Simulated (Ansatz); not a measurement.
# Free carriers and the phonons of BN (F-43m), part 2 of 2

Aim: how far do free carriers move the optical modes of BN (F-43m)?

Ansatz 0.2.0; DFT LDA, scalar-relativistic, plane waves, PAW; PAW set soft_1.

So far, highest optical mode at the zone centre (no LO-TO term) (cm⁻¹): step 6 (modes of this member: no carriers) 1067.

## (8) Zone-centre modes of the member: 15 × 10²⁰ electrons per cm³

The zone-centre modes follow for 15 × 10²⁰ electrons per cm³.

input.yaml reads:

```yaml
crystal:
  lattice:
    - [0.0, 1.7899253151, 1.7899253151]
    - [1.7899253151, 0.0, 1.7899253151]
    - [1.7899253151, 1.7899253151, 0.0]
  atoms:
    - { symbol: B, position: [0.0, 0.0, 0.0] }
    - { symbol: "N", position: [0.25, 0.25, 0.25] }
total_charge: -0.017204
kpoints:
  mp_grid: { grid: [36, 36, 36] }
hamiltonian:
  xc: lda
  pseudopotentials: { kind: paw, azcp: { folder: soft_1 }, xc_functional: pbe }
scf:
  occupations: { method: fermi_dirac, width: 0.03 }
output:
  eigenvalues: true
phonons:
  method: dfpt
```

The run is started by

```sh
> ansatz run input.yaml --threads 8 --pin off --max-ram 16384MiB --backend cpu --events-out ev --progress --plain --runs-dir out
```

Numbers of over 12 decimals in the logs are rounded to 6 here.

Output:

```text
[...]
Crystal: 2 atoms, lattice volume = 11.469 Å³
Basis set: ecut = 420 eV, 229 PW (Γ), exchange–correlation on 36×36×36 points (8 copies of the dense FFT grid, shifted against one another)
Bands: 9, of which v1, the nominal top of the filled ones, is band 4 counted from 1 (3 counted from 0)
Symmetry: 24 space group operations
k-points: 3349 of 46656 (irreducible under 8 space group operations, time reversal used)
[...]
Free energy (F): -526.194610 eV
[...]
Internal energy: -526.194422 eV  (E = F + TS)
E sigma→0 (E₀):  -526.194516 eV
Entropy (-TS):   -0.000188 eV (-0.094 meV/atom)
Fermi energy:    16.275677 eV
[...]
--- Band table (eV; the first three rows and the last of 3349) ---
[...]
ASR residual: 1.234e-5 → 0.000e0 eV/Å²; symmetrization residual: 8.736e-7 eV/Å²
  ASR residual per site (eV/Å²): 1.23e-5 9.80e-6
  Γ frequencies (cm⁻¹): 0.00 0.00 0.00 1060.50 1060.50 1060.50
[...]
[key lines of the parts left out:]
SCF converged after 8 iterations
```

Elapsed: 15 s, on 8 threads of Arm Neoverse V2, shared host; peak memory 1.2 GiB; 96 s of CPU time.

Numbers from this step:

```
sum-rule residual before enforcement                    : 1.23e-5 eV/Å²
highest optical mode at the zone centre (no LO-TO term) : 1060 cm⁻¹
lowest optical zone-centre mode                         : 1060 cm⁻¹
```

Without the LO-TO term. Patterns of degenerate modes are one choice out of their space. Modes at Γ, with each element's share of the kinetic energy:

```csv
mode,frequency (cm⁻¹),symmetry,B %,N %
1,0.0,acoustic,44,56
2,0.0,acoustic,44,56
3,0.0,acoustic,44,56
4,1060.5,T2,56,44
5,1060.5,T2,56,44
6,1060.5,T2,56,44
```

The optical mode without the LO-TO term lies at 1060.5 cm⁻¹.

## (9) A check on a coarser mesh: 2 × 10²⁰ electrons per cm³

To see what the mesh is worth, the run for 2 × 10²⁰ electrons per cm³ is repeated on 29×29×29 points.

Changes to input.yaml since step 8:

```diff
@@ -8,5 +8,5 @@
     - { symbol: "N", position: [0.25, 0.25, 0.25] }
-total_charge: -0.017204
+total_charge: -0.002294
 kpoints:
-  mp_grid: { grid: [36, 36, 36] }
+  mp_grid: { grid: [29, 29, 29] }
 hamiltonian:
```

Output:

```text
[...]
Crystal: 2 atoms, lattice volume = 11.469 Å³
Basis set: ecut = 420 eV, 229 PW (Γ), exchange–correlation on 36×36×36 points (8 copies of the dense FFT grid, shifted against one another)
Bands: 9, of which v1, the nominal top of the filled ones, is band 4 counted from 1 (3 counted from 0)
Symmetry: 24 space group operations
k-points: 1800 of 24389 (irreducible under 8 space group operations, time reversal used)
[...]
Free energy (F): -526.434825 eV
[...]
Internal energy: -526.434741 eV  (E = F + TS)
E sigma→0 (E₀):  -526.434783 eV
Entropy (-TS):   -0.000084 eV (-0.042 meV/atom)
Fermi energy:    15.907316 eV
[...]
--- Band table (eV; the first three rows and the last of 1800) ---
[...]
ASR residual: 1.256e-5 → 0.000e0 eV/Å²; symmetrization residual: 6.819e-7 eV/Å²
  ASR residual per site (eV/Å²): 1.26e-5 9.11e-6
  Γ frequencies (cm⁻¹): 0.00 0.00 0.00 1065.92 1065.92 1065.92
[...]
[key lines of the parts left out:]
SCF converged after 8 iterations
```

Run time: 8.3 s. Hardware: 8 threads; peak memory 0.76 GiB; 52 s of CPU time.

Numbers from this step:

| Property | Result |
| --- | --- |
| sum-rule residual before enforcement | 1.26e-5 eV/Å² |
| highest optical mode at the zone centre (no LO-TO term) | 1066 cm⁻¹ |
| lowest optical zone-centre mode | 1066 cm⁻¹ |

The highest mode comes at 1065.9 cm⁻¹, against 1065.9 cm⁻¹ on 36×36×36 points.

## (10) A check on a coarser mesh: 10 × 10²⁰ electrons per cm³

To see what the mesh is worth, the run for 10 × 10²⁰ electrons per cm³ is repeated on 29×29×29 points.

Changes to input.yaml since step 9:

```diff
@@ -8,3 +8,3 @@
     - { symbol: "N", position: [0.25, 0.25, 0.25] }
-total_charge: -0.002294
+total_charge: -0.011469
 kpoints:
```

Output:

```text
[...]
Crystal: 2 atoms, lattice volume = 11.469 Å³
Basis set: ecut = 420 eV, 229 PW (Γ), exchange–correlation on 36×36×36 points (8 copies of the dense FFT grid, shifted against one another)
Bands: 9, of which v1, the nominal top of the filled ones, is band 4 counted from 1 (3 counted from 0)
Symmetry: 24 space group operations
k-points: 1800 of 24389 (irreducible under 8 space group operations, time reversal used)
[...]
Free energy (F): -526.287605 eV
[...]
Internal energy: -526.287467 eV  (E = F + TS)
E sigma→0 (E₀):  -526.287536 eV
Entropy (-TS):   -0.000138 eV (-0.069 meV/atom)
Fermi energy:    16.155954 eV
[...]
--- Band table (eV; the first three rows and the last of 1800) ---
[...]
ASR residual: 1.185e-5 → 0.000e0 eV/Å²; symmetrization residual: 6.743e-7 eV/Å²
  ASR residual per site (eV/Å²): 1.18e-5 9.08e-6
  Γ frequencies (cm⁻¹): 0.00 0.00 0.00 1062.63 1062.63 1062.63
[...]
[key lines of the parts left out:]
SCF converged after 8 iterations
```

Run time: 8.6 s. Hardware: 8 threads; peak memory 0.77 GiB.

Numbers from this step:

| Property | Result |
| --- | --- |
| sum-rule residual before enforcement | 1.18e-5 eV/Å² |
| highest optical mode at the zone centre (no LO-TO term) | 1063 cm⁻¹ |
| lowest optical zone-centre mode | 1063 cm⁻¹ |

The highest mode comes at 1062.6 cm⁻¹, against 1062.6 cm⁻¹ on 36×36×36 points.

## (11) All members side by side

The members are set side by side, also those not shown above.

Electrons count positive and holes negative; without the LO-TO term; modes are tracked from the neutral crystal by their patterns, and those within 0.3 cm⁻¹ of each other stand once; the cell of the neutral crystal is kept and the atoms are relaxed where symmetry leaves them free; all runs use 36×36×36 k points and Fermi-Dirac smearing of 0.03 eV. Optical modes along the series:

```csv
carriers (10²⁰ cm⁻³),mode 4 T2 (cm⁻¹)
0,1067
1,1066
2,1066
4,1065
6,1064
10,1063
15,1060
```

## (12) Outcome

| Item | Value |
| --- | --- |
| members | 7 |
| mode | mode 4 T2 |
| its frequency without carriers | 1066.73 cm⁻¹ |
| its frequency at 15 × 10²⁰ cm⁻³ | 1060.50 cm⁻¹ |

At 15 × 10²⁰ electrons per cm³ the optical mode has moved by -6.23 cm⁻¹ from 1066.73 cm⁻¹. At 2 and 10 × 10²⁰ cm⁻³ the coarser mesh moves the optical modes by up to 0.01 cm⁻¹, a measure of the error left by the mesh there. The response is adiabatic: the carriers follow the ions at once. Where they cannot, as for a zone-centre mode faster than their scattering, measured shifts differ, and line shapes are not given here. The background stands for dopants without their size, scattering or local bonds, and the cell is that of the neutral crystal, although carriers also change the volume at rest, which would shift the modes as well. In a polar crystal the carriers also screen the field of the longitudinal modes, often the largest effect; only modes without that field are treated here. These are harmonic frequencies of a static lattice, with warm electrons: anharmonic shifts, linewidths and thermal expansion are left out. The PAW files were made for PBE; the program adapts parts of them to the functional of the run, but their partial waves stay those of PBE, an approximation that was not tested in this session. Only the zone centre was solved, so an instability at another wavevector cannot show here.

[Logs are printed without paths, hosts, clocks, repeated set-up lines and the standing remarks that a program may print on its own settings, such as how far it seeks lower states.]

[Hosts, paths, dates, database ids (printed as entryN), source tags and the programs' standing remarks are cut or masked in the printed files.]
